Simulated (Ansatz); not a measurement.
# Cl on Ru(0001): change of the work function, part 3 of 3

Wanted: Δφ(θ) for Cl/Ru(0001), starting from the hcp site.

Ansatz 0.2.0; plane-wave DFT, PBE, Ansatz PAW (the session's first sound run).

So far, work function, upper face (eV): step 2 (the clean slab) 5.03; step 5 (the covered slab, k-mesh 7×7×1, coverage 0.5 ML) 4.89; step 6 (the covered slab, k-mesh 13×13×1, coverage 1 ML) 4.80; step 8 (the slab at 0.25 ML, atoms frozen) 4.81; step 9 (the substrate of the 0.25 ML cell alone) 5.03.

## (10) The adsorbate layer of the 0.25 ML cell alone

System of this step: Cl/Ru(0001), adsorbate layer alone, atoms held. The cell holds 1 atom: 1 Cl. Cell: a = 5.400 Å, b = 5.400 Å, c = 26.463 Å, α = 90.0°, β = 90.0°, γ = 60.0°. Vacuum lies along c.

The third part; a free layer of atoms may carry a moment, so spin is on.

input.yaml reads:

```yaml
crystal:
  lattice:
    - [5.4, 0.0, 0.0]
    - [2.7, 4.6765371804, 0.0]
    - [0.0, 0.0, 26.4630599618]
  atoms:
    - { symbol: Cl, position: [0.3333333333, 0.3333333333, 0.6555527286], spin: 1.0 }
magnetization:
  spin_polarized: true
kpoints:
  mp_grid: { grid: [7, 7, 1] }
hamiltonian:
  xc: pbe
scf:
  occupations: { method: fermi_dirac, width: 0.1 }
  convergence: { dr2_threshold: 1.0e-08 }
efield:
  axis: 3
  dipole_correction: true
  ramp_position: 0.97
  ramp_width: 0.06
output:
  write_potential: true
  write_density: true
  volumetric_format: npy
```

The run is started by

```console
> ansatz run input.yaml --threads 4 --pin off --max-ram 12288MiB --backend cpu --events-out ev --progress --plain --runs-dir out
```

Elapsed: 7.9 s, on 4 threads of Arm Neoverse V1, shared host; peak memory 0.78 GiB; 29 s of CPU time.

Numbers from this step:

```
energy at zero smearing   : -1078.0138 eV
total moment              : 0.9995 μB
site moments              : 0.9961 μB
work function, upper face : 8.061 eV
dipole along the normal   : 1.10e-8 e·Å
```

Site moment by atom:

```
atom  site moment (μB)
 Cl1             0.996
```

The free layer carries a moment of 1.0 μB a cell.

## (11) Where the charge went at 0.25 ML

This step: plane-wave DFT, PBE, Ansatz PAW; density difference on adsorption (Ansatz 0.2.0).

The densities of the parts are taken from that of the whole and averaged over planes; the first moment of what is left gives the step in the potential.

Numbers from this step:

```yaml
largest_charge_moved: -0.002022 e/Å²
potential_step_from_the_moved_charge: -0.1693 eV
```

The electron density difference oscillates, so the rows of the table below give means over windows of 1 Å about each position, cut where the curve ends. Its maxima inside the range that stand out by 2 % of the span (Å: e/Å³): 8.5: 8.0e-4, 9.4: 4.0e-4, 11.2: 0.00202, 12.1: 1.7e-4, 12.9: 0.00124, 13.8: 0.00175, 15.0: 0.00158, 15.6: 0.00247, 16.8: 0.00383. Its minima: 7.5: -2.5e-4, 9.0: -6.7e-4, 10.7: -0.00132, 11.5: -8.0e-4, 12.5: -4.7e-4, 13.4: -0.00228, 14.6: -5.9e-4, 15.3: 2.1e-4, 16.0: -0.00788, 18.4: -0.00106.

Planar mean, whole system less its parts. Table of electron density difference by z; means over each step:

```
z (Å)  electron density difference (e/Å³)
    4                             -2.5e-7
    5                             -3.0e-6
    6                             -2.8e-5
    7                             -1.6e-4
    8                              1.2e-4
    9                              6.6e-5
   10                              9.5e-5
   11                              9.1e-5
   12                             -2.0e-4
   13                             -3.3e-4
   14                              6.2e-4
   15                              7.8e-4
   16                            -0.00287
   17                             0.00267
   18                             -3.7e-4
   19                             -4.4e-4
   20                             -3.8e-5
   21                             -1.8e-6
   22                             -6.1e-8
```

Planar mean, whole system less its parts. Table of electrons moved below z by z:

```
z (Å)  electrons moved below z (e/Å²)
  4.0                         -8.8e-8
  4.5                         -3.2e-7
  5.0                         -1.1e-6
  5.5                         -3.9e-6
  6.0                         -1.2e-5
  6.5                         -3.6e-5
  7.0                         -9.7e-5
  7.5                         -2.1e-4
  8.0                         -2.8e-4
  8.5                         -9.6e-6
  9.0                         -5.2e-5
  9.5                          2.3e-5
 10.0                          1.2e-4
 10.5                          5.7e-5
 11.0                         -1.4e-4
 11.5                          1.3e-4
 12.0                          5.0e-5
 12.5                         -4.6e-5
 13.0                          1.6e-4
 13.5                         -3.9e-4
 14.0                          2.9e-4
 14.5                          2.4e-4
 15.0                          6.7e-4
 15.5                         0.00123
 16.0                         -6.5e-4
 16.5                        -0.00165
 17.0                          2.1e-5
 17.5                          9.0e-4
 18.0                          9.0e-4
 18.5                          4.1e-4
 19.0                          1.2e-4
 19.5                          3.1e-5
 20.0                          6.6e-6
 20.5                          1.3e-6
 21.0                          1.2e-7
```

## (12) The same run with other settings: hamiltonian.xc = "r2scan"

This step: plane-wave DFT, PBE, Ansatz PAW, but for the change named below (Ansatz 0.2.0).

System of this step: Cl/Ru(0001). The cell holds 5 atoms: 4 Ru and 1 Cl. Its edges and angles: a = 2.700 Å, b = 2.700 Å, c = 26.463 Å, α = 90.0°, β = 90.0°, γ = 60.0°. Vacuum lies along c.

A run with a changed input: it repeats the earlier run at 1 ML with hamiltonian.xc from pbe to r2scan.

input.yaml, the sections that differ from step 10:

```yaml
crystal:
  lattice:
    - [2.7, 0.0, 0.0]
    - [1.35, 2.3382685902, 0.0]
    - [0.0, 0.0, 26.4630599618]
  atoms:
    - { symbol: Ru, position: [0.6666666667, 0.6666666667, 0.340096724] }
    - { symbol: Ru, position: [0.0, 0.0, 0.4209037057] }
    - { symbol: Ru, position: [0.6666666667, 0.6666666667, 0.5024977493] }
    - { symbol: Ru, position: [0.0, 0.0, 0.5810816667] }
    - { symbol: Cl, position: [0.6666666667, 0.6666666667, 0.659903276] }
kpoints:
  mp_grid: { grid: [13, 13, 1] }
hamiltonian:
  xc: r2scan
relax:
  f_tol: 0.02
  max_steps: 60
  constraints: [{ sites: [0, 1] }]
output:
  bader: true
  write_potential: true
  write_density: true
  volumetric_format: npy
# scf, efield: as in step 10
# magnetization: removed
```

The job ended after 44 s (4 threads; peak memory 0.83 GiB).

Relaxation path:

```
step  energy less that of the first step (eV)  largest force component (eV/Å)
   1                                   0.0000                          0.3268
   2                                  -0.0158                          0.3713
   3                                  -0.0228                          0.0893
   4                                  -0.0233                          0.0154
```

The run keeps the 6 symmetry operations that it works with, so distortions that break them were not tested.

The atoms that moved most (Å):

```
atom     dx     dy      dz  length
 Cl5  0.000  0.000  -0.113   0.113
 Ru3  0.000  0.000  -0.046   0.046
 Ru4  0.000  0.000  -0.025   0.025
```

Final coordinates:

```xyz
5
Lattice="2.7000 0.0000 0.0000 1.3500 2.3383 0.0000 0.0000 0.0000 26.4631" Properties=species:S:1:pos:R:3
Ru    2.7000    1.5588    9.0000
Ru    0.0000    0.0000   11.1384
Ru    2.7000    1.5588   13.2519
Ru    0.0000    0.0000   15.3527
Cl    2.7000    1.5588   17.3496
```

This step gave:

```
energy at zero smearing        : -24644.3802 eV
work function, upper face      : 4.901 eV
work function, lower face      : 5.057 eV
dipole along the normal        : 0.005451 e·Å
step between the vacuum levels : -0.1562 eV
```

```
                      quantity  this run  earlier run  difference
work function, upper face (eV)     4.901        4.803       0.098
work function, lower face (eV)     5.057        5.028       0.029
 dipole along the normal (e·Å)  0.005451     0.007863     -0.0024
```

What moves beyond 0.01 in its unit (for the dipole 0.5 % and 5e-5 e·Å): dipole along the normal (-0.00241 e·Å), work function, upper face (+0.098 eV) and work function, lower face (+0.0289 eV).

## (13) A changed input

System of this step: Ru(0001). The cell holds 4 atoms: 4 Ru. Cell: a = 2.700 Å, b = 2.700 Å, c = 24.415 Å, α = 90.0°, β = 90.0°, γ = 60.0°. Vacuum lies along c.

Another changed input: it repeats the earlier run at 0 ML with scf.lower_state_search to off, hamiltonian.xc from pbe to r2scan and crystal.symmetry to detect: false.

input.yaml, the sections that differ from step 12:

```yaml
crystal:
  lattice:
    - [2.7, 0.0, 0.0]
    - [1.35, 2.3382685902, 0.0]
    - [0.0, 0.0, 24.4152]
  atoms:
    - { symbol: Ru, position: [0.6666666667, 0.6666666667, 0.3686228251] }
    - { symbol: Ru, position: [0.0, 0.0, 0.4562076084] }
    - { symbol: Ru, position: [0.6666666667, 0.6666666667, 0.5437923916] }
    - { symbol: Ru, position: [0.0, 0.0, 0.6313771749] }
  symmetry: { detect: false }
scf:
  occupations: { method: fermi_dirac, width: 0.1 }
  convergence: { dr2_threshold: 1.0e-08 }
  lower_state_search: "off"
output:
  write_potential: true
  write_density: true
  volumetric_format: npy
# kpoints, hamiltonian, efield, relax: as in step 12
```

Elapsed: 1.7 min, on 4 threads; peak memory 1.2 GiB; 6.9 min of CPU time.

Relaxation path:

```
step  energy less that of the first step (eV)  largest force component (eV/Å)
   1                                   0.0000                          0.8654
   2                                  -0.0191                          0.7195
   3                                  -0.0433                          0.0115
```

The atoms that moved most (Å):

```
atom     dx     dy      dz  length
 Ru4  0.000  0.000  -0.092   0.092
 Ru3  0.000  0.000  -0.006   0.006
```

Final coordinates:

```xyz
4
Lattice="2.7000 0.0000 0.0000 1.3500 2.3383 0.0000 0.0000 0.0000 24.4152" Properties=species:S:1:pos:R:3
Ru    2.7000    1.5588    9.0000
Ru    0.0000    0.0000   11.1384
Ru    2.7000    1.5586   13.2712
Ru    0.0000   -0.0003   15.3236
```

Numbers from this step:

```
energy at zero smearing        : -23560.5475 eV
work function, upper face      : 5.021 eV
work function, lower face      : 5.070 eV
dipole along the normal        : 0.001709 e·Å
step between the vacuum levels : -0.04898 eV
```

```
                      quantity  this run  earlier run  difference
work function, upper face (eV)     5.021        5.030     -0.0084
work function, lower face (eV)     5.070        5.061      0.0093
 dipole along the normal (e·Å)  0.001709     0.001092      6.2e-4
```

What moves beyond 0.01 in its unit (for the dipole 0.5 % and 5e-5 e·Å): dipole along the normal (+0.000617 e·Å).

## (14) Results

| Item | Value |
| --- | --- |
| work function of the clean face | 5.03 eV |
| work function at 0.11 ML | 4.90 eV |
| work function at 0.25 ML | 4.81 eV |
| work function at 0.5 ML | 4.89 eV |
| work function at 1 ML | 4.80 eV |
| dipole per adsorbate at 0.11 ML, positive end outwards | 0.19 D |
| step of the potential from the moved charge at 0.25 ML, upper less lower side, atoms held | -0.169 eV |

At the lowest coverage Cl changes the work function of Ru(0001) by under 0.15 eV, within the error of so thin a slab; the largest change, -0.23 eV, comes at higher coverage. At the highest coverage the adsorbates are pressed to about 2.7 Å, closer than unbonded atoms of this kind usually come, so a real layer may not reach it. The slab has 4 layers, at the tabulated experimental lattice constant, one starting site was run, and quantum-size effects of a slab this thin can reach one or two tenths of an eV.

[Logs are printed without paths, hosts, clocks, repeated set-up lines and the standing remarks that a program may print on its own settings, such as how far it seeks lower states.]

[Hosts, paths, dates, database ids (printed as entryN), source tags and the programs' standing remarks are cut or masked in the printed files.]

[Maps of the electrostatic potential energy from Ansatz leave out the sawtooth potential of an applied field or a dipole correction, so their vacuum need not be flat; planar profiles and work functions include it.]
